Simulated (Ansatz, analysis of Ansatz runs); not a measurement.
# Charge-transition level of the Fe on the octahedral Ga site in beta-Ga2O3 (LDA)

Subject: Fe on the octahedral Ga site in beta-Ga2O3. Wanted: its charge-transition level, in one set-up (LDA, 120-site cell, LDA lattice, 420 eV, k: the single point 1/4 1/4 1/4 then 2x2x2 shifted 0.5 0.5 0.5). The model is a cell of 120 host atoms with 1 Ga taken out and 1 Fe put in. The level is the Fermi energy at which two charge states have equal formation energy, after a correction for the images of the charge. A local or semilocal functional is the cheapest first rung.

**The experiment.** (0/-1) level below the conduction-band bottom: 0.78 eV, by DLTS (with SIMS correlation to Fe) (“Iron and intrinsic deep level states in Ga2O3”, 2018, Ingebrigtsen et al.). (0/-1) level below the conduction-band bottom: 0.83 eV, by EPR isothermal decay of photoinduced Fe2+ (300.5-315 K), general-order kinetics (“Point Defects in Lithium Gallate and Gallium Oxide”, 2019, C. A. Lenyk).

Method: plane-wave PAW DFT, LDA; relaxation of all atoms of a defect supercell, in Ansatz 0.2.0.

This is a report of a sequence of runs, with most program output left out.

**1. Starting point**

The cell holds 120 atoms: 47 Ga, 72 O and 1 Fe. Its edges and angles: a = 12.135 Å, b = 9.047 Å, c = 11.502 Å, α = 90.0°, β = 103.7°, γ = 90.0°. It derives from Ga2O3 (space group C2/m). Nearest the centre at fractional (0.341, 0.333, 0.343): Fe47 at 0.00 Å, O60 at 1.92 Å, O11 at 1.93 Å, O51 at 1.93 Å, O53 at 1.99 Å, O15 at 2.05 Å, O55 at 2.05 Å, Ga7 at 3.02 Å.

The host's primitive cell comes from a first run (plane-wave PAW DFT, LDA; relaxation of the host's cell and atoms): vectors of 6.252, 6.252 and 5.751 Å. That is 10.22 Å³ an atom, 2.1 % under the diffraction cell's volume. The supercell is built on it.

**2. Relaxation, charge 0**

Every later number rests on the structure around the defect, so the atoms are relaxed at the host's lattice first.

The input, relax0/input.yaml:

```yaml
relax:
  f_tol: 0.02
  max_steps: 80
  random_displacement: { amplitude: 0.05, seed: 409 }
crystal:
  lattice:
    - [12.13474896, 0.0, 0.01125931]
    - [0.0, 9.04739342, 0.0]
    - [-2.74361181, 0.0, 11.17037215]
  atoms:
    - { symbol: Ga, position: [0.090694482, 0.0, 0.397528518] }
    - { symbol: Ga, position: [0.590694482, 0.166666667, 0.397528518] }
    - { symbol: Ga, position: [0.409305518, 0.166666667, 0.102471482] }
[... 1 atom line left out ...]
    - { symbol: Ga, position: [0.15888767, 0.166666667, 0.157150558] }
[... 1 atom line left out ...]
    - { symbol: Ga, position: [0.34111233, 0.0, 0.342849442] }
[... 1 atom line left out ...]
    - { symbol: O, position: [0.165688974, 0.0, 0.054674133] }
[... 1 atom line left out ...]
    - { symbol: O, position: [0.334311026, 0.166666667, 0.445325867] }
[... 1 atom line left out ...]
    - { symbol: O, position: [0.173079972, 0.0, 0.281099855] }
    - { symbol: O, position: [0.673079972, 0.166666667, 0.281099855] }
    - { symbol: O, position: [0.326920028, 0.166666667, 0.218900145] }
[... 1 atom line left out ...]
    - { symbol: O, position: [0.49642724, 0.0, 0.127898369] }
    - { symbol: O, position: [0.99642724, 0.166666667, 0.127898369] }
    - { symbol: O, position: [0.00357276, 0.166666667, 0.372101631] }
    - { symbol: O, position: [0.50357276, 0.0, 0.372101631] }
[... 2 atom lines left out ...]
    - { symbol: Ga, position: [0.409305518, 0.166666667, 0.602471482] }
[... 6 atom lines left out ...]
    - { symbol: O, position: [0.665688974, 0.166666667, 0.554674133] }
[... 4 atom lines left out ...]
    - { symbol: O, position: [0.326920028, 0.166666667, 0.718900145] }
[... 1 atom line left out ...]
    - { symbol: O, position: [0.49642724, 0.0, 0.627898369] }
[... 3 atom lines left out ...]
    - { symbol: Ga, position: [0.090694482, 0.333333333, 0.397528518] }
    - { symbol: Ga, position: [0.590694482, 0.5, 0.397528518] }
    - { symbol: Ga, position: [0.409305518, 0.5, 0.102471482] }
[... 1 atom line left out ...]
    - { symbol: Ga, position: [0.15888767, 0.5, 0.157150558] }
[... 1 atom line left out ...]
    - { symbol: Fe, position: [0.34111233, 0.333333333, 0.342849442], spin: 5.0 }
[... 1 atom line left out ...]
    - { symbol: O, position: [0.165688974, 0.333333333, 0.054674133] }
[... 1 atom line left out ...]
    - { symbol: O, position: [0.334311026, 0.5, 0.445325867] }
[... 1 atom line left out ...]
    - { symbol: O, position: [0.173079972, 0.333333333, 0.281099855] }
    - { symbol: O, position: [0.673079972, 0.5, 0.281099855] }
    - { symbol: O, position: [0.326920028, 0.5, 0.218900145] }
[... 1 atom line left out ...]
    - { symbol: O, position: [0.49642724, 0.333333333, 0.127898369] }
    - { symbol: O, position: [0.99642724, 0.5, 0.127898369] }
    - { symbol: O, position: [0.00357276, 0.5, 0.372101631] }
    - { symbol: O, position: [0.50357276, 0.333333333, 0.372101631] }
[... 2 atom lines left out ...]
    - { symbol: Ga, position: [0.409305518, 0.5, 0.602471482] }
[... 2 atom lines left out ...]
    - { symbol: Ga, position: [0.65888767, 0.333333333, 0.657150558] }
[... 2 atom lines left out ...]
    - { symbol: O, position: [0.165688974, 0.333333333, 0.554674133] }
    - { symbol: O, position: [0.665688974, 0.5, 0.554674133] }
[... 4 atom lines left out ...]
    - { symbol: O, position: [0.326920028, 0.5, 0.718900145] }
[... 1 atom line left out ...]
    - { symbol: O, position: [0.49642724, 0.333333333, 0.627898369] }
[... 3 atom lines left out ...]
    - { symbol: Ga, position: [0.090694482, 0.666666667, 0.397528518] }
[... 5 atom lines left out ...]
    - { symbol: Ga, position: [0.34111233, 0.666666667, 0.342849442] }
[... 1 atom line left out ...]
    - { symbol: O, position: [0.165688974, 0.666666667, 0.054674133] }
[... 3 atom lines left out ...]
    - { symbol: O, position: [0.173079972, 0.666666667, 0.281099855] }
[... 3 atom lines left out ...]
    - { symbol: O, position: [0.49642724, 0.666666667, 0.127898369] }
[... 2 atom lines left out ...]
    - { symbol: O, position: [0.50357276, 0.666666667, 0.372101631] }
[... 16 atom lines left out ...]
    - { symbol: O, position: [0.49642724, 0.666666667, 0.627898369] }
[... 2 atom lines left out ...]
    - { symbol: O, position: [0.50357276, 0.666666667, 0.872101631] }
  host:
    repeats: [1, 3, 2]
    atoms:
      - { symbol: Ga, position: [0.090694482, 0.0, 0.795057037] }
      - { symbol: Ga, position: [0.590694482, 0.5, 0.795057037] }
      # ... 18 more atoms of the perfect host
basis:
  ecutwfc: 420
  xc_grid: 2
hamiltonian:
  xc: lda
kpoints:
  mp_grid: { grid: [1, 1, 1], shift: [0.25, 0.25, 0.25] }
magnetization:
  spin_polarized: true
  initial_magnetization: 5
  spin_locking: { lock_magnetization: hard }
scf:
  occupations: { method: fermi_dirac, width: 0.01 }
  max_iter: 120
output:
  forces: true
  charged_corrections:
    epsilon: [4.01, 4.11, 4.11]
    static_epsilon: [10.6, 10.52, 13.02]
    defect_position: [0.341112, 0.333333, 0.342849]
checkpoint:
  write: "../relax0.run"
  compress: false
  write_wavefunctions: true
  write_every: 100000
```

Started as:

```bash
$ ansatz run input.yaml --threads 4 --pin off --max-ram 14131MiB --backend cpu --events-out ev --progress --plain --runs-dir out
```

The job ended after 4.3 min (4 threads of Intel Xeon 6975P-C (Granite Rapids), shared host; peak memory 8.6 GiB).

The steps of the relaxation:

```csv
step,energy less that of the first step (eV),largest force component (eV/Å)
1,0.0000,2.1962
2,-1.7776,1.2186
3,-2.6373,0.3253
4,-2.6461,0.0715
5,-2.6475,0.0202
6,-2.6477,0.0022
```

The atoms that moved most (Å, from the sites as typed, ahead of the random displacement, the mean shift of all atoms taken out):

```csv
atom,dx,dy,dz,length
Fe47,0.001,0.000,0.060,0.060
O15,-0.006,-0.029,-0.009,0.031
O53,-0.025,0.000,-0.017,0.031
O55,-0.006,0.028,-0.009,0.030
O51,-0.003,0.022,0.019,0.029
O11,-0.003,-0.022,0.019,0.029
Ga63,0.004,0.008,0.022,0.023
Ga23,0.004,-0.008,0.022,0.023
```

Neighbours of Fe47 at the end:

```csv
atom,distance (Å)
O11,1.922
O51,1.922
O60,1.931
O53,2.046
O55,2.121
O15,2.122
Ga87,3.022
Ga7,3.022
```

Numbers from this step:

- free energy: -218677.3498 eV
- total moment: 5 μB
- integral of the absolute spin density: 5.044 μB
- spin contamination: 0.004258

**3. Relaxation, charge −1**

The input, relax1/input.yaml:

```yaml
relax:
  f_tol: 0.02
  max_steps: 80
  random_displacement: { amplitude: 0.05, seed: 409 }
crystal:
  lattice:
    - [12.13474896, 0.0, 0.01125931]
    - [0.0, 9.04739342, 0.0]
    - [-2.74361181, 0.0, 11.17037215]
  atoms:
    - { symbol: Ga, position: [0.090694482, 0.0, 0.397528518] }
    - { symbol: Ga, position: [0.590694482, 0.166666667, 0.397528518] }
[... 2 atom lines left out ...]
    - { symbol: Ga, position: [0.15888767, 0.166666667, 0.157150558] }
[... 1 atom line left out ...]
    - { symbol: Ga, position: [0.34111233, 0.0, 0.342849442] }
[... 3 atom lines left out ...]
    - { symbol: O, position: [0.334311026, 0.166666667, 0.445325867] }
[... 3 atom lines left out ...]
    - { symbol: O, position: [0.326920028, 0.166666667, 0.218900145] }
[... 25 atom lines left out ...]
    - { symbol: Ga, position: [0.090694482, 0.333333333, 0.397528518] }
[... 3 atom lines left out ...]
    - { symbol: Ga, position: [0.15888767, 0.5, 0.157150558] }
[... 1 atom line left out ...]
    - { symbol: Fe, position: [0.34111233, 0.333333333, 0.342849442], spin: 4.0 }
[... 3 atom lines left out ...]
    - { symbol: O, position: [0.334311026, 0.5, 0.445325867] }
[... 1 atom line left out ...]
    - { symbol: O, position: [0.173079972, 0.333333333, 0.281099855] }
[... 1 atom line left out ...]
    - { symbol: O, position: [0.326920028, 0.5, 0.218900145] }
[... 4 atom lines left out ...]
    - { symbol: O, position: [0.50357276, 0.333333333, 0.372101631] }
[... 26 atom lines left out ...]
    - { symbol: Ga, position: [0.34111233, 0.666666667, 0.342849442] }
[... 32 atom lines left out ...]
    - { symbol: O, position: [0.50357276, 0.666666667, 0.872101631] }
  host:
    repeats: [1, 3, 2]
    atoms:
      - { symbol: Ga, position: [0.090694482, 0.0, 0.795057037] }
      - { symbol: Ga, position: [0.590694482, 0.5, 0.795057037] }
      # ... 18 more atoms of the perfect host
total_charge: -1
basis:
  ecutwfc: 420
  xc_grid: 2
hamiltonian:
  xc: lda
kpoints:
  mp_grid: { grid: [1, 1, 1], shift: [0.25, 0.25, 0.25] }
magnetization:
  spin_polarized: true
  initial_magnetization: 4
  spin_locking: { lock_magnetization: hard }
scf:
  occupations: { method: fermi_dirac, width: 0.01 }
  max_iter: 120
output:
  forces: true
  charged_corrections:
    epsilon: [4.01, 4.11, 4.11]
    static_epsilon: [10.6, 10.52, 13.02]
    defect_position: [0.341112, 0.333333, 0.342849]
checkpoint:
  write: "../relax1.run"
  compress: false
  write_wavefunctions: true
  write_every: 100000
```

Run time: 5.1 min. Hardware: 4 threads; peak memory 8.6 GiB.

The steps of the relaxation:

```csv
step,energy less that of the first step (eV),largest force component (eV/Å)
1,0.0000,2.5168
2,-1.7829,1.3845
3,-2.7027,0.0784
4,-2.7057,0.0439
5,-2.7059,0.0095
```

The atoms that moved most (Å, from the sites as typed, ahead of the random displacement, the mean shift of all atoms taken out):

```csv
atom,dx,dy,dz,length
O51,-0.050,0.077,0.024,0.095
O55,-0.008,0.091,-0.026,0.095
O11,-0.049,-0.076,0.026,0.094
O15,-0.008,-0.088,-0.025,0.092
O53,-0.042,0.000,-0.047,0.063
O60,0.041,-0.001,0.014,0.044
Fe47,0.005,-0.001,0.031,0.031
O93,-0.020,0.017,-0.010,0.028
```

Neighbours of Fe47 at the end:

```csv
atom,distance (Å)
O60,1.953
O11,1.995
O51,1.996
O53,2.065
O15,2.155
O55,2.159
Ga7,3.013
Ga87,3.015
```

Numbers from this step:

| Quantity | Value |
| --- | --- |
| free energy | -218666.4726 eV |
| smearing term TS | 0.007800 eV |
| total moment | 4.000 μB |
| integral of the absolute spin density | 4.402 μB |
| spin contamination | 0.2278 |

**4. Single point, charge 0**

The relaxed structure is kept, and the final numbers are taken at the final level and k-points.

This step: plane-wave PAW DFT, LDA; single point of a defect supercell.

The input, point0/input.yaml:

```yaml
crystal:
  lattice:
    - [12.13474896, 0.0, 0.01125931]
    - [0.0, 9.04739342, 0.0]
    - [-2.74361181, 0.0, 11.17037215]
  atoms:
    - { symbol: Ga, position: [0.090743145, -0.000156089, 0.397782241] }
    - { symbol: Ga, position: [0.592393414, 0.166307302, 0.398010166] }
[... 2 atom lines left out ...]
    - { symbol: Ga, position: [0.159209253, 0.167079264, 0.157474295] }
[... 1 atom line left out ...]
    - { symbol: Ga, position: [0.341292067, -0.000502987, 0.341605677] }
[... 3 atom lines left out ...]
    - { symbol: O, position: [0.334567651, 0.164304432, 0.447260491] }
[... 3 atom lines left out ...]
    - { symbol: O, position: [0.326308108, 0.163545349, 0.218287313] }
[... 25 atom lines left out ...]
    - { symbol: Ga, position: [0.089948294, 0.333399865, 0.397061328] }
[... 3 atom lines left out ...]
    - { symbol: Ga, position: [0.159202755, 0.499738142, 0.157470831] }
[... 1 atom line left out ...]
    - { symbol: Fe, position: [0.342499022, 0.333424598, 0.348444895], spin: 5.0 }
[... 3 atom lines left out ...]
    - { symbol: O, position: [0.334563178, 0.502535788, 0.447274554] }
[... 1 atom line left out ...]
    - { symbol: O, position: [0.170749133, 0.333445975, 0.279774438] }
[... 1 atom line left out ...]
    - { symbol: O, position: [0.326305327, 0.503202309, 0.218288903] }
[... 4 atom lines left out ...]
    - { symbol: O, position: [0.505562321, 0.333383591, 0.373312696] }
[... 26 atom lines left out ...]
    - { symbol: Ga, position: [0.341289649, 0.667319589, 0.341609946] }
[... 32 atom lines left out ...]
    - { symbol: O, position: [0.503534026, 0.6667073, 0.87220281] }
  host:
    repeats: [1, 3, 2]
    atoms:
      - { symbol: Ga, position: [0.090694482, 0.0, 0.795057037] }
      - { symbol: Ga, position: [0.590694482, 0.5, 0.795057037] }
      # ... 18 more atoms of the perfect host
basis:
  ecutwfc: 420
  xc_grid: 2
hamiltonian:
  xc: lda
kpoints:
  mp_grid: { grid: [2, 2, 2], shift: [0.5, 0.5, 0.5] }
magnetization:
  spin_polarized: true
  initial_magnetization: 5
  spin_locking: { lock_magnetization: hard }
scf:
  occupations: { method: fermi_dirac, width: 0.01 }
  max_iter: 120
output:
  forces: true
  charged_corrections:
    epsilon: [4.01, 4.11, 4.11]
    static_epsilon: [10.6, 10.52, 13.02]
    defect_position: [0.341112, 0.333333, 0.342849]
  eigenvalues: true
checkpoint:
  write: "../point0.run"
  compress: false
  write_wavefunctions: true
  write_every: 100000
```

Elapsed: 6.2 min, on 4 threads; peak memory 9.1 GiB.

Numbers from this step:

```
free energy                           : -218677.3399 eV
total moment                          : 5 μB
integral of the absolute spin density : 5.044 μB
spin contamination                    : 0.004260
```

**5. Single point, charge −1**

This step: plane-wave PAW DFT, LDA; single point of a defect supercell.

The input, point1/input.yaml:

```yaml
crystal:
  lattice:
    - [12.13474896, 0.0, 0.01125931]
    - [0.0, 9.04739342, 0.0]
    - [-2.74361181, 0.0, 11.17037215]
  atoms:
    - { symbol: Ga, position: [0.091260134, 1.7146e-05, 0.397759643] }
    - { symbol: Ga, position: [0.592497359, 0.166837496, 0.398193626] }
[... 2 atom lines left out ...]
    - { symbol: Ga, position: [0.160401057, 0.167027265, 0.158207223] }
[... 1 atom line left out ...]
    - { symbol: Ga, position: [0.341545985, 0.000296578, 0.342544259] }
[... 3 atom lines left out ...]
    - { symbol: O, position: [0.330851774, 0.158342633, 0.447877485] }
[... 3 atom lines left out ...]
    - { symbol: O, position: [0.325870927, 0.156969865, 0.216890283] }
[... 25 atom lines left out ...]
    - { symbol: Ga, position: [0.091889926, 0.333482485, 0.396605954] }
[... 3 atom lines left out ...]
    - { symbol: Ga, position: [0.160401292, 0.499846231, 0.158179318] }
[... 1 atom line left out ...]
    - { symbol: Fe, position: [0.342228044, 0.333276865, 0.345829371], spin: 4.0 }
[... 3 atom lines left out ...]
    - { symbol: O, position: [0.330769976, 0.508583333, 0.447683557] }
[... 1 atom line left out ...]
    - { symbol: O, position: [0.168771386, 0.333380465, 0.277125668] }
[... 1 atom line left out ...]
    - { symbol: O, position: [0.325838827, 0.510109173, 0.216826275] }
[... 4 atom lines left out ...]
    - { symbol: O, position: [0.507348546, 0.333290157, 0.373565626] }
[... 26 atom lines left out ...]
    - { symbol: Ga, position: [0.341516294, 0.66647293, 0.342465976] }
[... 32 atom lines left out ...]
    - { symbol: O, position: [0.503826762, 0.666909399, 0.872823192] }
  host:
    repeats: [1, 3, 2]
    atoms:
      - { symbol: Ga, position: [0.090694482, 0.0, 0.795057037] }
      - { symbol: Ga, position: [0.590694482, 0.5, 0.795057037] }
      # ... 18 more atoms of the perfect host
total_charge: -1
basis:
  ecutwfc: 420
  xc_grid: 2
hamiltonian:
  xc: lda
kpoints:
  mp_grid: { grid: [2, 2, 2], shift: [0.5, 0.5, 0.5] }
magnetization:
  spin_polarized: true
  initial_magnetization: 4
  spin_locking: { lock_magnetization: hard }
scf:
  occupations: { method: fermi_dirac, width: 0.01 }
  max_iter: 120
output:
  forces: true
  charged_corrections:
    epsilon: [4.01, 4.11, 4.11]
    static_epsilon: [10.6, 10.52, 13.02]
    defect_position: [0.341112, 0.333333, 0.342849]
  eigenvalues: true
checkpoint:
  write: "../point1.run"
  compress: false
  write_wavefunctions: true
  write_every: 100000
```

Run time: 6.3 min. Hardware: 4 threads; peak memory 9.1 GiB; 25 min of CPU time.

Read from the output:

```
free energy                           : -218666.4916 eV
smearing term TS                      : 0.007269 eV
total moment                          : 4.000 μB
integral of the absolute spin density : 4.465 μB
spin contamination                    : 0.2729
```

**6. Charge-transition levels**

A charged cell feels its images and has its own zero of potential; this step corrects both and places the level between the host's band edges.

This step: place-levels on LDA runs: charge-transition levels with image-charge correction and potential alignment at the atomic sites.

The input, levels.yaml:

```yaml
host:
  run: host.point.run
states: [point0.run, point1.run]
geometry_from:
  point0.run: relax0.run
  point1.run: relax1.run
  host.point.run: host.relax.run
```

Started as:

```bash
$ ansatz place-levels levels.yaml -- --threads 4 --pin off --max-ram 14131MiB
```

Run time: 0.18 s. Hardware: 4 threads.

Numbers from this step:

```yaml
gap: 2.495 eV
```

**7. Outcome**

This set-up is not sound: the carrier goes into a band, and the band-filling term draws the level to the band edge, so there is no figure to set beside the measurement.

[Logs are printed without paths, hosts, clocks, repeated set-up lines and the standing remarks that a program may print on its own settings, such as how far it seeks lower states.]

[Hosts, paths, dates, database ids (printed as entryN), source tags and the programs' standing remarks are cut or masked in the printed files.]

[For some hosts the program warned that the k-mesh of the response run may be too coarse for force constants and the static dielectric constant; such warnings are not shown here.]
